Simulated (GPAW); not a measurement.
## Optical response of NaI

Aim: the dielectric function of NaI, and the optical constants that follow from it.

Program: GPAW 26.7.0. Level of theory: DFT, PBE, plane-wave PAW (GPAW data sets), scalar-relativistic, RPA, optical limit. Results are calculated unless marked as measured.

### Step 1. Starting point

Symmetry: Fm-3m, No. 225, cubic system. Conventional cell: a = 6.473 Å, b = 6.473 Å, c = 6.473 Å, α = 90.00°, β = 90.00°, γ = 90.00°. Nearest to I lie 6 Na at 3.24 Å. Na has 6 I at 3.24 Å nearest. Farther neighbours and most contacts between anions are not listed.

As a file:

```xyz
2
Lattice="0.0000 3.2364 3.2364 3.2364 0.0000 3.2364 3.2364 3.2364 0.0000" Properties=species:S:1:pos:R:3 pbc="T T T"
I     3.2364    3.2364    3.2364
Na    0.0000    0.0000    0.0000
```

### Step 2. Bands for the response

At the fixed density, many empty bands are solved on the mesh of the response, since the spectrum sums over them.

This step: DFT, PBE, plane-wave PAW (GPAW data sets), scalar-relativistic, bands at fixed density (GPAW 26.7.0).

The input, nscf.py:

```python
from ase.dft.bandgap import bandgap
from gpaw import GPAW, FermiDirac

calc = GPAW('gs.gpw').fixed_density(kpts={'size': (9, 9, 9), 'gamma': True}, nbands=63, convergence={'bands': 57},
                                    occupations=FermiDirac(0.001), txt='nscf.txt')
print('gap (eV)', bandgap(calc, output=None)[0])
print('direct gap (eV)', bandgap(calc, direct=True, output=None)[0])
print('top band over the Fermi level (eV)', min(calc.get_eigenvalues(kpt=k)[56] for k in range(len(calc.get_ibz_k_points()))) - calc.get_fermi_level())
calc.write('full.gpw', mode='all')
```

Run with:

```bash
$ OMP_NUM_THREADS=1 python nscf.py
```

Numbers of over 12 decimals in the logs are rounded to 6 here.

Log:

```text
Diagonalizing LCAO Hamiltonian
Converting LCAO to pw mode
convergence criteria:
- Maximum integral of absolute [eigenst]ate change: 4e-08 eV^2 / valence electron
maximum number of iterations: 150

SCF iterations
|iter     |      energy | eigst |  dens |
|iter:   1||             | +4.07 |       |
|iter:   2||             | +2.80 |       |
|iter:   3||             | +1.61 |       |
|iter:   4||             | +0.18 |       |
|iter:   5||             | -0.91 |       |
|iter:   6||             | -1.99 |       |
|iter:   7||             | -2.78 |       |
|iter:   8||             | -3.78 |       |
|iter:   9||             | -4.53 |       |
|iter:  10||             | -5.51 |       |
|iter:  11||             | -6.06 |       |
|iter:  12||             | -6.54 |       |
|iter:  13||             | -6.94 |       |
|iter:  14||             | -7.25 |       |
|iter:  15||             | -7.52c|       |
SCF steps: 15
  __  _  _
 | _ |_)|_||  |
 |__||  | ||/\| - 26.7.0

Versions:
  Python: 3.12.14
  ASE:    3.29.0
  Numpy:  2.5.5
  Scipy:  1.18.1
  Libxc:  7.0.0

Input parameters:
  mode=PW(ecut=500.0),
  convergence={'bands': 57},
  gpts=array([24, 24, 24]),
  kpts=MonkhorstPack(size=(9, 9, 9), gamma=True),
  maxiter=150,
  nbands=63,
  occupations=Occupations(name='fermi-dirac', width=0.001, fixmagmom=False),
  parallel={},
  xc=XC(name='PBE')

--- standard output ---
gap (eV) 3.658056
direct gap (eV) 3.658056
top band over the Fermi level (eV) 38.032327
```

Wall time 65 s (1 thread of Intel Xeon Platinum 8488C (Sapphire Rapids), shared host); peak memory 0.22 GiB.

Read-outs, printed or worked out from the files:

| Quantity | Value |
| --- | --- |
| gap on the k-mesh | 3.658 eV |
| direct gap on the mesh | 3.658 eV |

### Step 3. Dielectric function, RPA

Local fields let the induced charge screen the field inside the cell, which as a rule lowers ε, most along directions where the density is uneven.

This step: DFT, PBE, plane-wave PAW (GPAW data sets), scalar-relativistic, RPA, optical limit (GPAW 26.7.0).

The input, df.py:

```python
from gpaw.response.df import DielectricFunction

df = DielectricFunction('full.gpw', frequencies={'type': 'nonlinear', 'domega0': 0.03, 'omega2': 8},
                        ecut=50,
                        eta=0.15,
                        nbands=57,
                        txt='df.txt')
for direction in ['x']:
    df.get_dielectric_function(xc='RPA', direction=direction, filename=f'df_{direction}.csv')
```

Run with:

```bash
$ OMP_NUM_THREADS=1 python df.py
```

Log:

```text
Using integrator: PointIntegrator
NonLinearFrequencyDescriptor(from 0.000 to 69.002 eV, 504 points)
Nonperiodic BCs:  [False False False]
Using integrator: PointIntegrator
NonLinearFrequencyDescriptor(from 0.000 to 69.002 eV, 504 points)
Nonperiodic BCs:  [False False False]

Calculating chi0 body with:
    Ground state adapter containing:
    Number of spins: 1
    Number of kpoints: 729
    Number of irreducible kpoints: 35
    Number of completely occupied states: 7
    Number of partially occupied states: 7

    Linear response parametrization:
    q_c: [0.0, 0.0, 0.0]
    Number of frequency points: 504
    Planewave cutoff: 50.0
    Number of bands: 57
    Number of planewaves: 59
    Broadening (eta): 0.15

Integrating chi0 body.

Symmetries of q_c:
    Direct symmetries (Uq -> q): 48
    Indirect symmetries (TUq -> q): 0
In total 48 allowed symmetries.

35 groups of equivalent kpoints. 95.198903% reduction.

Integral kind: spectral function

Calculating chi0 optical extensions with:
    Ground state adapter containing:
    Number of spins: 1
    Number of kpoints: 729
    Number of irreducible kpoints: 35
    Number of completely occupied states: 7
    Number of partially occupied states: 7

    Linear response parametrization:
    Number of frequency points: 504
    Planewave cutoff: 50.0
    Number of bands: 57
    Number of planewaves: 59
    Broadening (eta): 0.15
Integrating chi0 head and wings.

Symmetries of q_c:
    Direct symmetries (Uq -> q): 48
    Indirect symmetries (TUq -> q): 0
In total 48 allowed symmetries.

35 groups of equivalent kpoints. 95.198903% reduction.

Integral kind: spectral function wings
```

It took 9.1 s on 1 thread; peak memory 0.29 GiB.

Read-outs, printed or worked out from the files:

| Quantity | Value |
| --- | --- |
| electronic dielectric constant ε∞, mean over x, y and z (by symmetry where fewer were run) | 3.045 |
| main peak of Im epsilon, first axis | 5.817 eV |

Values under the direct gap are tails of Lorentzian lines. Table of Im ε, E ∥ x by photon energy; read off at these points:

| photon energy (eV) | Im ε, E ∥ x |
| --- | --- |
| 0.000 | 0 |
| 0.250 | 0.00318 |
| 0.500 | 0.00643 |
| 0.750 | 0.00983 |
| 1.000 | 0.0134 |
| 1.250 | 0.0174 |
| 1.500 | 0.0218 |
| 1.750 | 0.0268 |
| 2.000 | 0.0327 |
| 2.250 | 0.0399 |
| 2.500 | 0.0490 |
| 2.750 | 0.0610 |
| 3.000 | 0.0786 |
| 3.250 | 0.109 |
| 3.500 | 0.193 |
| 3.750 | 0.307 |
| 4.000 | 0.560 |
| 4.250 | 0.823 |
| 4.500 | 0.804 |
| 4.750 | 1.09 |
| 5.000 | 1.67 |
| 5.250 | 1.94 |
| 5.500 | 2.87 |
| 5.750 | 4.86 |
| 5.816 | 5.02 |
| 6.000 | 4.70 |
| 6.250 | 4.56 |
| 6.500 | 4.07 |
| 6.750 | 3.38 |
| 7.000 | 3.02 |
| 7.250 | 2.97 |
| 7.500 | 3.19 |
| 7.750 | 3.14 |
| 8.000 | 3.08 |
| 8.250 | 3.50 |
| 8.500 | 3.31 |
| 8.750 | 3.20 |
| 9.000 | 2.68 |
| 9.250 | 2.85 |
| 9.500 | 2.49 |
| 9.750 | 2.00 |
| 10.000 | 1.79 |
| 10.250 | 1.95 |
| 10.500 | 1.87 |
| 10.750 | 1.75 |
| 11.000 | 1.20 |
| 11.250 | 1.04 |
| 11.500 | 1.08 |
| 11.750 | 0.909 |
| 12.000 | 0.762 |
| 12.250 | 0.802 |
| 12.500 | 0.755 |
| 12.750 | 0.741 |
| 13.000 | 0.743 |
| 13.250 | 0.527 |
| 13.500 | 0.433 |
| 13.750 | 0.563 |

The Re ε, E ∥ x by photon energy:

| photon energy (eV) | Re ε, E ∥ x |
| --- | --- |
| 0.0 | 3.04 |
| 0.5 | 3.06 |
| 1.0 | 3.09 |
| 1.5 | 3.15 |
| 2.0 | 3.24 |
| 2.5 | 3.37 |
| 3.0 | 3.57 |
| 3.5 | 3.92 |
| 4.0 | 4.40 |
| 4.5 | 4.44 |
| 5.0 | 5.02 |
| 5.5 | 5.48 |
| 6.0 | 3.13 |
| 6.5 | 1.57 |
| 7.0 | 1.48 |
| 7.5 | 1.56 |
| 8.0 | 1.45 |
| 8.5 | 0.767 |
| 9.0 | 0.107 |
| 9.5 | -0.222 |
| 10.0 | -0.0133 |
| 10.5 | -0.132 |
| 11.0 | -0.402 |
| 11.5 | -0.0783 |
| 12.0 | 0.0861 |
| 12.5 | 0.135 |
| 13.0 | 0.132 |
| 13.5 | 0.377 |

The loss function −Im 1/ε at q → 0, E ∥ x has structure finer than the step of the table below, so its rows give means over 0.5 eV, whole bins alone (the curve runs from 0 to 14.0 eV). Peaks (eV: height): 13.25: 1.74.

Values under the direct gap are tails of Lorentzian lines. The loss function −Im 1/ε at q → 0, E ∥ x by energy loss; means over each step:

energy loss (eV), loss function −Im 1/ε at q → 0, E ∥ x and a bar:
```
      0.5       0.00 
      1.0       0.00 
      1.5       0.00 
      2.0       0.00 
      2.5       0.00 
      3.0       0.01 
      3.5       0.01 
      4.0       0.03 #
      4.5       0.04 #
      5.0       0.06 #
      5.5       0.08 ##
      6.0       0.14 ###
      6.5       0.21 #####
      7.0       0.26 ######
      7.5       0.25 ######
      8.0       0.26 ######
      8.5       0.28 ######
      9.0       0.35 ########
      9.5       0.41 #########
     10.0       0.53 ############
     10.5       0.52 ###########
     11.0       0.73 ################
     11.5       0.95 #####################
     12.0       1.23 ###########################
     12.5       1.27 ############################
     13.0       1.37 ##############################
     13.5       1.33 #############################
```

Refractive index n and extinction k against photon energy:

| photon energy (eV) | n | k |
| --- | --- | --- |
| 0.0 | 1.74 | 0 |
| 0.5 | 1.75 | 0.00184 |
| 1.0 | 1.76 | 0.00383 |
| 1.5 | 1.77 | 0.00614 |
| 2.0 | 1.80 | 0.00910 |
| 2.5 | 1.84 | 0.0133 |
| 3.0 | 1.89 | 0.0208 |
| 3.5 | 1.98 | 0.0486 |
| 4.0 | 2.10 | 0.133 |
| 4.5 | 2.12 | 0.190 |
| 5.0 | 2.27 | 0.369 |
| 5.5 | 2.42 | 0.593 |
| 6.0 | 2.09 | 1.12 |
| 6.5 | 1.72 | 1.18 |
| 7.0 | 1.55 | 0.970 |
| 7.5 | 1.60 | 0.997 |
| 8.0 | 1.56 | 0.987 |
| 8.5 | 1.44 | 1.15 |
| 9.0 | 1.18 | 1.14 |
| 9.5 | 1.07 | 1.17 |
| 10.0 | 0.943 | 0.950 |
| 10.5 | 0.934 | 1.00 |
| 11.0 | 0.656 | 0.912 |
| 11.5 | 0.708 | 0.761 |
| 12.0 | 0.653 | 0.584 |
| 12.5 | 0.672 | 0.562 |
| 13.0 | 0.666 | 0.558 |
| 13.5 | 0.689 | 0.315 |

The reflectivity at normal incidence, E ∥ x has structure finer than the step of the table below, so its rows give means over 0.5 eV, whole bins alone (the curve runs from 0 to 14.0 eV). Peaks (eV: height): 5.77: 24.0, 8.83: 23.1, 9.62: 25.3, 10.88: 29.1, 11.79: 22.1, 13.08: 14.3.

Table of reflectivity at normal incidence, E ∥ x by photon energy; means over each step:

photon energy (eV), reflectivity at normal incidence, E ∥ x (%) and a bar from the least value:
```
      0.5        7.4 
      1.0        7.5 
      1.5        7.8 #
      2.0        8.2 #
      2.5        8.7 ##
      3.0        9.5 ###
      3.5       10.8 #####
      4.0       12.4 ########
      4.5       13.3 #########
      5.0       16.0 ##############
      5.5       20.2 ####################
      6.0       22.8 #########################
      6.5       21.2 ######################
      7.0       17.0 ###############
      7.5       17.0 ###############
      8.0       17.8 #################
      8.5       21.3 ######################
      9.0       21.9 #######################
      9.5       24.2 ###########################
     10.0       20.2 ####################
     10.5       22.3 ########################
     11.0       26.2 ##############################
     11.5       20.2 ####################
     12.0       16.8 ###############
     12.5       12.9 #########
     13.0       12.9 #########
     13.5        7.4
```

Optical constants at common wavelengths, from n + ik = √ε:

| wavelength (nm) | n | k | R (%) | 1/α |
| --- | --- | --- | --- | --- |
| 1064 | 1.76 | 0.005 | 7.6 | 19 µm |
| 800 | 1.78 | 0.006 | 7.8 | 9.9 µm |
| 633 | 1.80 | 0.009 | 8.1 | 5.7 µm |
| 532 | 1.82 | 0.012 | 8.5 | 3.6 µm |
| 450 | 1.86 | 0.016 | 9.1 | 2.2 µm |
| 308 | 2.11 | 0.148 | 12.9 | 166 nm |
| 248 | 2.27 | 0.368 | 16.2 | 54 nm |

Below the direct gap, k and the depth come from the tails of the Lorentzian lines, not from transitions.

Rows near the edge hang on the gap, which this functional as a rule makes too small, and phonon-assisted absorption is left out.

### Step 4. What came out

| Item | Value |
| --- | --- |
| electronic dielectric constant ε∞, mean over x, y and z (by symmetry where fewer were run) (RPA) | 3.04 |
| main peak of Im epsilon, first axis | 5.82 eV |

**Reading.** At this level (PBE, RPA) NaI has ε∞ = 3.04 and n = 1.75 at 1550 nm, and Im ε peaks at 5.8 eV. On the mesh the gap is 3.66 eV and the least direct gap 3.66 eV. Local fields change the static value along x from 3.71 to 3.04 (-18 %). Distinct maxima of Im ε, read by a parabola through the highest points, lie at 5.82 eV (5.0), 8.28 eV (3.5) and 9.26 eV (2.9). Excitons and phonon-assisted transitions are missing; PBE gaps are as a rule too small, which pulls the onset down and ε∞ up. Spin-orbit coupling is left out although heavy atoms are present. The sum runs over mesh points, so small or evenly spaced maxima can still be ripples of the mesh.

[Machine, clock and banner lines and Python warnings are left out of the logs.]

[Logs are printed without paths, hosts, clocks, repeated set-up lines and the standing remarks that a program may print on its own settings, such as how far it seeks lower states.]

[Hosts, paths, dates, database ids (printed as entryN), source tags and the programs' standing remarks are cut or masked in the printed files.]
